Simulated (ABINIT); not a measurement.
Planning a run of ABINIT 10.8.3 on BaH2 (P6_3/mmc). The input:

```
acell 3*1.0 Angstrom
rprim 
  4.462025052349 0.000000000014 0.000000000000
  -2.231012526186 3.864227047650 0.000000000000
  0.000000000000 0.000000000000 6.055292590000
ntypat 2
znucl 56 1
natom 6
typat 1 1 2 2 2 2
xred 
  0.666666666667 0.333333333333 0.750000000000
  0.333333333333 0.666666666667 0.250000000000
  0.333333333333 0.666666666667 0.750000000000
  0.666666666667 0.333333333333 0.250000000000
  0.000000000000 0.000000000000 0.500000000000
  0.000000000000 0.000000000000 0.000000000000
pp_dirpath "pseudos"
pseudos "Ba.upf, H.upf"
ecut 32
ngkpt 3 3 2
nshiftk 1
shiftk 0 0 0
kptopt 1
chksymbreak 0
istwfk *1
occopt 1
irdwfk 1
optdriver 3
nband 293
ecuteps 4.8
inclvkb 2
awtr 1
symchi 1
indata_prefix "in"
outdata_prefix "out"
tmpdata_prefix "tmp"
```

```sh
OMP_NUM_THREADS=1 mpirun -n 4 abinit run.abi > log
```

How long will it take on 4 MPI ranks of Intel Xeon Platinum 8259CL at 2.50GHz (Skylake/Cascade Lake), shared host, and how much memory?

It took 94 s; on shared hardware allow 47 s to 3.1 min. Peak host memory was 2.2 GiB.

[Paths, hosts, dates, memory and timing lines, banners, echoed tables and standing remarks are left out of the program output.]

[Logs are printed without paths, hosts, clocks, repeated set-up lines and the standing remarks that a program may print on its own settings, such as how far it seeks lower states.]

[Runs of the session that timed out or met a known fault of the program may be left out.]

[Hosts, paths, dates, database ids (printed as entryN), source tags and the programs' standing remarks are cut or masked in the printed files.]

[G0W0 gaps are taken among the corrected bands and points alone; a level outside them can change the order at an edge.]

[Where Ansatz stands beside ABINIT at settings called matched, ABINIT's density can come from a denser mesh and the files from another edition; pairs whose starting gaps differed by over 0.03 eV were left out, so agreement reads better than it is.]
